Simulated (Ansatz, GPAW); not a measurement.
# Work function of a 3-layer slab of Pd(100) at several levels

How far do functional and basis move the work function of a 3-layer slab of Pd(100)?

Method: GPAW, PAW setups; slab in vacuum, in the first sound run; inputs show where later runs differ, in GPAW 26.7.0 and Ansatz 0.2.0.

## (1) The starting structure

The cell holds 3 atoms: 3 Pd. Cell: a = 2.751 Å, b = 2.751 Å, c = 17.890 Å, α = 90.0°, β = 90.0°, γ = 90.0°. Vacuum lies along c.

## (2) Relaxation

The atoms are relaxed first, since the surface dipole, and with it the work function, follows the positions of the outer layers. The lowest 1 atoms are held at bulk positions and keep their forces.

run.py

```python
import json
import numpy as np
from ase import Atoms
from ase.constraints import FixAtoms
from ase.optimize import BFGS
from gpaw import GPAW, PW

slab = Atoms(
    ['Pd', 'Pd', 'Pd'],
    positions=[
        [0.00000, 0.00000, 7.00000],
        [1.37532, 1.37532, 8.94500],
        [0.00000, 0.00000, 10.89000]],
    cell=[[2.75065, 0.0, 0.0], [0.0, 2.75065, 0.0], [0.0, 0.0, 17.89]],
    pbc=[True, True, False])

slab.calc = GPAW(mode=PW(400), xc='PBE', kpts={'size': (11, 11, 1), 'gamma': True},
                 occupations={'name': 'fermi-dirac', 'width': 0.1}, nbands='160%',
                 convergence={'density': 0.0001}, maxiter=200,
                 poissonsolver={'dipolelayer': 'xy'},
                 symmetry={'tolerance': 1e-3, 'extra_ids': [1, 0, 0]}, txt='slab.txt')
result = {}
slab.set_constraint(FixAtoms([0]))
path = []
opt = BFGS(slab, maxstep=0.2)
opt.attach(lambda: path.append((slab.get_potential_energy(), slab.positions.tolist(), slab.get_forces().tolist())))
result['relaxed'] = bool(opt.run(fmax=0.05, steps=30))
result['path'] = path
energy = slab.get_potential_energy()
fermi = slab.calc.get_fermi_level()
v = slab.calc.get_electrostatic_potential().mean((0, 1)) - fermi
n = slab.calc.get_pseudo_density().mean((0, 1))
L = slab.cell[2, 2]
z = np.arange(len(v)) * L / len(v)
low, high = slab.positions[:, 2].min(), slab.positions[:, 2].max()
below, above = np.interp([low - 4.8, high + 4.8], z, v)
slopes = [np.interp(x, z, np.gradient(v, z)) for x in (low - 4.8, high + 4.8)]
eps = np.array([[slab.calc.get_eigenvalues(k, s) for k in range(len(slab.calc.get_ibz_k_points()))]
                for s in range(slab.calc.get_number_of_spins())]) - fermi
top, bottom = eps[eps < 0].max(), eps[eps > 0].min()
dipole = slab.get_dipole_moment()[2]
print(f'energy {energy:.4f} eV, Fermi level {fermi:.4f} eV, dipole {dipole:.5f} e A')
print(f'potential 4.8 A off the faces, from the Fermi level: lower {below:.4f} eV, upper {above:.4f} eV')
print(f'slope of the potential there: lower {slopes[0]:.5f}, upper {slopes[1]:.5f} eV/A')
print(f'nearest levels on the mesh: {top:.4f} and {bottom:.4f} eV')
print('magnetic moment', round(slab.get_magnetic_moment(), 3))
result.update(energy=energy, fermi=fermi, dipole=dipole, below=below, above=above, slopes=slopes, edges=[top, bottom],
              z=z.tolist(), v=v.tolist(), n=n.tolist(), positions=slab.positions.tolist(),
              forces=slab.get_forces(apply_constraint=False).tolist(), moments=slab.get_magnetic_moments().tolist())
json.dump(result, open('result.json', 'w'))
```

The run is started by

```bash
$ OMP_NUM_THREADS=1 OPENBLAS_NUM_THREADS=1 python run.py
```

Output:

```text
Step          Energy          fmax
BFGS:    0      -10.173865        0.182271
BFGS:    1      -10.174324        0.170378
BFGS:    2      -10.177613        0.178605
BFGS:    3      -10.177997        0.144627
BFGS:    4      -10.178890        0.059813
BFGS:    5      -10.179603        0.052404
BFGS:    6      -10.180152        0.005509
energy -10.0799 eV, Fermi level -0.3116 eV, dipole 0.00006 e A
potential 4.8 A off the faces, from the Fermi level: lower 5.0864 eV, upper 5.0871 eV
slope of the potential there: lower -0.00039, upper 0.00043 eV/A
nearest levels on the mesh: -0.0184 and 0.0009 eV
magnetic moment 0.0
```

Wall time 3.9 min (1 thread of Arm Neoverse V2, shared host); peak memory 0.19 GiB.

Relaxation path:

```csv
step,energy less that of the first step (eV),largest force (eV/Å)
1,0.0000,0.1823
2,-0.0004,0.1704
3,-0.0036,0.1786
4,-0.0040,0.1446
5,-0.0049,0.0598
6,-0.0056,0.0524
7,-0.0061,0.0055
```

The atoms that moved most (Å):

```csv
atom,dx,dy,dz,length
Pd3,0.000,0.000,0.070,0.070
Pd2,0.000,0.000,0.036,0.036
```

Final coordinates:

```xyz
3
Lattice="2.7506 0.0000 0.0000 0.0000 2.7506 0.0000 0.0000 0.0000 17.8900" Properties=species:S:1:pos:R:3
Pd    0.0000    0.0000    7.0000
Pd    1.3753    1.3753    8.9808
Pd    0.0000    0.0000   10.9602
```

Numbers from this step:

- dipole along the normal: 6.30e-5 e·Å
- levels nearest the Fermi level on the mesh: -0.01841, 8.66e-4 eV from the Fermi level
- upper work function: 5.087 eV
- lower work function: 5.086 eV

Electrostatic potential energy of an electron (without an applied field's), less the Fermi level, planar mean against z:

z (Å), electrostatic potential energy of an electron (without an applied field's), less the Fermi level, planar mean (eV) and a bar from the least value:
```
        0        5.1 ##############################
        1        5.1 ##############################
        2        5.1 ##############################
        3        5.1 ##############################
        4        5.1 ##############################
        5        4.9 ##############################
        6        1.8 ##########################
        7      -19.1 
        8       -0.7 #######################
        9      -19.2 
       10       -0.8 #######################
       11      -19.0 
       12        2.1 ##########################
       13        4.9 ##############################
       14        5.1 ##############################
       15        5.1 ##############################
       16        5.1 ##############################
       17        5.1 ##############################
```

The pseudo valence density, planar mean oscillates, so the rows of the table below give means over windows of 1 Å about each position, cut where the curve ends. Its maxima inside the range that stand out by 2 % of the span (Å: e/Å³): 7.0: 2.39, 8.9: 2.40, 10.9: 2.27. Its minima: 8.1: 0.346, 10.0: 0.339.

Table of pseudo valence density, planar mean by z; means over each step:

z (Å), pseudo valence density, planar mean (e/Å³) and a bar:
```
        3       0.00 
        4       0.00 
        5       0.01 
        6       0.24 ####
        7       1.62 ##############################
        8       0.49 #########
        9       1.63 ##############################
       10       0.51 #########
       11       1.62 ##############################
       12       0.20 ####
       13       0.01 
       14       0.00 
       15       0.00
```

The relaxation lowered the energy of the cell by 0.00609 eV (energies extrapolated to zero smearing; the optimiser's log prints free energies). The largest force left on a free atom is 0.0055 eV/Å.

## (3) Plane waves, PBE

The work function is the vacuum plateau of the electrostatic potential less the Fermi level; a dipole layer lets the two faces have plateaus of their own.

Changes to run.py since step 2:

```diff
@@ -3,4 +3,2 @@
 from ase import Atoms
-from ase.constraints import FixAtoms
-from ase.optimize import BFGS
 from gpaw import GPAW, PW
@@ -11,4 +9,4 @@
         [0.00000, 0.00000, 7.00000],
-        [1.37532, 1.37532, 8.94500],
-        [0.00000, 0.00000, 10.89000]],
+        [1.37532, 1.37532, 8.98077],
+        [-0.00000, 0.00000, 10.96019]],
     cell=[[2.75065, 0.0, 0.0], [0.0, 2.75065, 0.0], [0.0, 0.0, 17.89]],
@@ -18,12 +16,6 @@
                  occupations={'name': 'fermi-dirac', 'width': 0.1}, nbands='160%',
-                 convergence={'density': 0.0001}, maxiter=200,
+                 convergence={'density': 1e-05}, maxiter=200,
                  poissonsolver={'dipolelayer': 'xy'},
-                 symmetry={'tolerance': 1e-3, 'extra_ids': [1, 0, 0]}, txt='slab.txt')
+                 symmetry={'tolerance': 1e-3}, txt='slab.txt')
 result = {}
-slab.set_constraint(FixAtoms([0]))
-path = []
-opt = BFGS(slab, maxstep=0.2)
-opt.attach(lambda: path.append((slab.get_potential_energy(), slab.positions.tolist(), slab.get_forces().tolist())))
-result['relaxed'] = bool(opt.run(fmax=0.05, steps=30))
-result['path'] = path
 energy = slab.get_potential_energy()
```

Output:

```text
energy -10.0799 eV, Fermi level -0.3118 eV, dipole -0.00000 e A
potential 4.8 A off the faces, from the Fermi level: lower 5.0867 eV, upper 5.0872 eV
slope of the potential there: lower -0.00037, upper 0.00041 eV/A
nearest levels on the mesh: -0.0184 and 0.0008 eV
magnetic moment 0.0
```

Run time: 43 s. Hardware: 1 thread; peak memory 0.18 GiB.

This step gave:

* dipole along the normal: -4.41e-6 e·Å
* levels nearest the Fermi level on the mesh: -0.01842, 8.48e-4 eV from the Fermi level
* lower work function: 5.087 eV

The electrostatic potential energy of an electron (without an applied field's), less the Fermi level, planar mean by z:

```csv
z (Å),"electrostatic potential energy of an electron (without an applied field's), less the Fermi level, planar mean (eV)"
0.0,5.09
0.5,5.09
1.0,5.09
1.5,5.09
2.0,5.09
2.5,5.09
3.0,5.09
3.5,5.08
4.0,5.07
4.5,5.03
5.0,4.87
5.5,4.26
6.0,1.79
6.5,-7.68
7.0,-19.1
7.5,-7.92
8.0,-0.738
8.5,-8.70
9.0,-19.2
9.5,-7.61
10.0,-0.751
10.5,-9.08
11.0,-19.0
11.5,-6.51
12.0,2.14
12.5,4.34
13.0,4.89
13.5,5.03
14.0,5.07
14.5,5.08
15.0,5.09
15.5,5.09
16.0,5.09
16.5,5.09
17.0,5.09
17.5,5.09
```

The pseudo valence density, planar mean oscillates, so the rows of the table below give means over windows of 1 Å about each position, cut where the curve ends. Its maxima inside the range that stand out by 2 % of the span (Å: e/Å³): 7.0: 2.39, 8.9: 2.40, 10.9: 2.27. Its minima: 8.1: 0.346, 10.0: 0.339.

Table of pseudo valence density, planar mean by z; means over each step:

z (Å), pseudo valence density, planar mean (e/Å³) and a bar:
```
        3       0.00 
        4       0.00 
        5       0.01 
        6       0.24 ####
        7       1.62 ##############################
        8       0.49 #########
        9       1.63 ##############################
       10       0.51 #########
       11       1.62 ##############################
       12       0.20 ####
       13       0.01 
       14       0.00 
       15       0.00
```

The potential is flat to 4.1e-4 eV/Å where it is read, so the vacuum is wide enough.

## (4) Self-consistent run: xc = "LDA"

The same geometry under LDA, to see how far the functional moves the levels against the vacuum.

Changes to run.py since step 3:

```diff
@@ -14,3 +14,3 @@
 
-slab.calc = GPAW(mode=PW(400), xc='PBE', kpts={'size': (11, 11, 1), 'gamma': True},
+slab.calc = GPAW(mode=PW(400), xc='LDA', kpts={'size': (11, 11, 1), 'gamma': True},
                  occupations={'name': 'fermi-dirac', 'width': 0.1}, nbands='160%',
```

Output:

```text
energy -13.4015 eV, Fermi level -0.6927 eV, dipole -0.00001 e A
potential 4.8 A off the faces, from the Fermi level: lower 5.4939 eV, upper 5.4946 eV
slope of the potential there: lower -0.00028, upper 0.00032 eV/A
nearest levels on the mesh: -0.0373 and 0.0025 eV
magnetic moment 0.0
```

Wall time 41 s (1 thread); peak memory 0.18 GiB.

Numbers from this step:

```yaml
dipole_along_the_normal: -1.24e-5 e·Å
levels_nearest_the_fermi_level_on_the_mesh: -0.03728, 0.002476 eV from the Fermi level
upper_work_function: 5.495 eV
lower_work_function: 5.494 eV
```

Electrostatic potential energy of an electron (without an applied field's), less the Fermi level, planar mean against z:

```csv
z (Å),"electrostatic potential energy of an electron (without an applied field's), less the Fermi level, planar mean (eV)"
0,5.49
1,5.49
2,5.49
3,5.49
4,5.48
5,5.29
6,2.18
7,-18.9
8,-0.328
9,-19.0
10,-0.341
11,-18.8
12,2.53
13,5.31
14,5.48
15,5.49
16,5.49
17,5.49
```

Table of pseudo valence density, planar mean by z:

z (Å), pseudo valence density, planar mean (e/Å³) and a bar:
```
     0.00       0.00 
     0.64       0.00 
     1.28       0.00 
     1.92       0.00 
     2.34       0.00 
     2.98       0.00 
     3.62       0.00 
     4.26       0.00 
     4.90       0.01 
     5.54       0.04 #
     6.18       0.26 ###
     6.60       1.06 ##############
     7.24       1.74 #######################
     7.88       0.36 #####
     8.52       0.86 ############
     9.16       2.01 ###########################
     9.80       0.37 #####
    10.44       0.71 ##########
    11.07       2.22 ##############################
    11.50       0.63 ########
    12.14       0.09 #
    12.78       0.01 
    13.42       0.00 
    14.06       0.00 
    14.70       0.00 
    15.33       0.00 
    15.76       0.00 
    16.40       0.00 
    17.04       0.00 
    17.68       0.00
```

Force by atom:

```csv
atom,x (eV/Å),y (eV/Å),z (eV/Å),size
Pd1,0.000,0.000,0.733,0.733
Pd2,0.000,0.000,-0.005,0.005
Pd3,0.000,0.000,-0.725,0.725
```

The upper face's work function is 5.495 eV, against 5.087 eV in the first plane-wave PBE run at this geometry.

## (5) Self-consistent run: xc = "RPBE"

The same geometry under RPBE, to see how far the functional moves the levels against the vacuum.

Changes to run.py since step 4:

```diff
@@ -14,3 +14,3 @@
 
-slab.calc = GPAW(mode=PW(400), xc='LDA', kpts={'size': (11, 11, 1), 'gamma': True},
+slab.calc = GPAW(mode=PW(400), xc='RPBE', kpts={'size': (11, 11, 1), 'gamma': True},
                  occupations={'name': 'fermi-dirac', 'width': 0.1}, nbands='160%',
```

Output:

```text
energy -8.4291 eV, Fermi level -0.1524 eV, dipole -0.00004 e A
potential 4.8 A off the faces, from the Fermi level: lower 4.8974 eV, upper 4.8987 eV
slope of the potential there: lower -0.00044, upper 0.00048 eV/A
nearest levels on the mesh: -0.0001 and 0.0057 eV
magnetic moment 0.0
```

Elapsed: 46 s, on 1 thread; peak memory 0.18 GiB.

This step gave:

* dipole along the normal: -3.93e-5 e·Å
* levels nearest the Fermi level on the mesh: -9.35e-5, 0.005713 eV from the Fermi level
* upper work function: 4.899 eV
* lower work function: 4.897 eV

Electrostatic potential energy of an electron (without an applied field's), less the Fermi level, planar mean against z:

```csv
z (Å),"electrostatic potential energy of an electron (without an applied field's), less the Fermi level, planar mean (eV)"
0.0,4.90
0.5,4.90
1.0,4.90
1.5,4.90
2.0,4.90
2.5,4.90
3.0,4.90
3.5,4.89
4.0,4.88
4.5,4.83
5.0,4.67
5.5,4.07
6.0,1.63
6.5,-7.78
7.0,-19.2
7.5,-8.02
8.0,-0.861
8.5,-8.80
9.0,-19.3
9.5,-7.71
10.0,-0.875
10.5,-9.18
11.0,-19.1
11.5,-6.62
12.0,1.98
12.5,4.15
13.0,4.70
13.5,4.84
14.0,4.88
14.5,4.89
15.0,4.90
15.5,4.90
16.0,4.90
16.5,4.90
17.0,4.90
17.5,4.90
```

The upper face's work function is 4.899 eV, against 5.087 eV in the first plane-wave PBE run at this geometry.

## (6) OptPBE vdW: xc = "optPBE-vdW"

The same geometry under optPBE-vdW, to see how far the functional moves the levels against the vacuum (the van der Waals functionals take revPBE setups).

Changes to run.py since step 5:

```diff
@@ -14,3 +14,3 @@
 
-slab.calc = GPAW(mode=PW(400), xc='RPBE', kpts={'size': (11, 11, 1), 'gamma': True},
+slab.calc = GPAW(mode=PW(400), xc='optPBE-vdW', kpts={'size': (11, 11, 1), 'gamma': True},
                  occupations={'name': 'fermi-dirac', 'width': 0.1}, nbands='160%',
```

Output:

```text
energy -53.5672 eV, Fermi level -0.4373 eV, dipole -0.00007 e A
potential 4.8 A off the faces, from the Fermi level: lower 5.2692 eV, upper 5.2714 eV
slope of the potential there: lower -0.00059, upper 0.00066 eV/A
nearest levels on the mesh: -0.0023 and 0.0042 eV
magnetic moment 0.0
```

It took 48 s on 1 thread; peak memory 0.28 GiB.

This step gave:

```
dipole along the normal                    : -7.43e-5 e·Å
levels nearest the Fermi level on the mesh : -0.002264, 0.004236 eV from the Fermi level
upper work function                        : 5.271 eV
lower work function                        : 5.269 eV
```

The upper face's work function is 5.271 eV, against 5.087 eV in the first plane-wave PBE run at this geometry.

## (7) Real-space grid: mode = "fd"

A real-space grid is a second complete basis, so it checks the plane-wave result.

Changes to run.py since step 6:

```diff
@@ -3,3 +3,3 @@
 from ase import Atoms
-from gpaw import GPAW, PW
+from gpaw import GPAW
 
@@ -14,3 +14,3 @@
 
-slab.calc = GPAW(mode=PW(400), xc='optPBE-vdW', kpts={'size': (11, 11, 1), 'gamma': True},
+slab.calc = GPAW(mode='fd', h=0.18, xc='PBE', kpts={'size': (11, 11, 1), 'gamma': True},
                  occupations={'name': 'fermi-dirac', 'width': 0.1}, nbands='160%',
```

Output:

```text
energy -10.2504 eV, Fermi level -5.0857 eV, dipole -0.00001 e A
potential 4.8 A off the faces, from the Fermi level: lower 5.0855 eV, upper 5.0857 eV
slope of the potential there: lower -0.00035, upper 0.00035 eV/A
nearest levels on the mesh: -0.0189 and 0.0006 eV
magnetic moment 0.0
```

The job ended after 5 min (1 thread; peak memory 0.7 GiB).

This step gave:

| Property | Result |
| --- | --- |
| dipole along the normal | -5.42e-6 e·Å |
| levels nearest the Fermi level on the mesh | -0.01894, 6.49e-4 eV from the Fermi level |
| upper work function | 5.086 eV |
| lower work function | 5.086 eV |

The upper face's work function is 5.086 eV, against 5.087 eV in the first plane-wave PBE run at this geometry.

## (8) Atomic orbitals: mode = "lcao"

Atom-centred orbitals end a few angstrom from the surface, which tests how much the density's tail matters.

Changes to run.py since step 7:

```diff
@@ -14,4 +14,4 @@
 
-slab.calc = GPAW(mode='fd', h=0.18, xc='PBE', kpts={'size': (11, 11, 1), 'gamma': True},
-                 occupations={'name': 'fermi-dirac', 'width': 0.1}, nbands='160%',
+slab.calc = GPAW(mode='lcao', basis='dzp', h=0.18, xc='PBE', kpts={'size': (11, 11, 1), 'gamma': True},
+                 occupations={'name': 'fermi-dirac', 'width': 0.1}, nbands='120%',
                  convergence={'density': 1e-05}, maxiter=200,
```

Output:

```text
energy -8.7042 eV, Fermi level -5.1089 eV, dipole -0.00000 e A
potential 4.8 A off the faces, from the Fermi level: lower 5.1082 eV, upper 5.1083 eV
slope of the potential there: lower -0.00117, upper 0.00116 eV/A
nearest levels on the mesh: -0.0052 and 0.0112 eV
magnetic moment 0.0
```

It took 15 min on 1 thread; peak memory 0.35 GiB.

This step gave:

* dipole along the normal: -2.18e-6 e·Å
* levels nearest the Fermi level on the mesh: -0.005217, 0.01122 eV from the Fermi level
* upper work function: 5.108 eV
* lower work function: 5.108 eV

The upper face's work function is 5.108 eV, against 5.087 eV in the first plane-wave PBE run at this geometry.

## (9) All levels side by side

Times are for 1 thread of Arm Neoverse V2, shared host. Results by setting:

```csv
no.,run,upper work function (eV),time,memory (GiB)
1,pw,5.087,43 s,0.18
2,LDA,5.495,41 s,0.18
3,RPBE,4.899,46 s,0.18
4,optPBE vdW,5.271,48 s,0.28
5,fd,5.086,5 min,0.7
6,lcao,5.108,15 min,0.35
```

(Part 1 of 2 ends here.)

[Logs are printed without paths, hosts, clocks, repeated set-up lines and the standing remarks that a program may print on its own settings, such as how far it seeks lower states.]

[Hosts, paths, dates, database ids (printed as entryN), source tags and the programs' standing remarks are cut or masked in the printed files.]
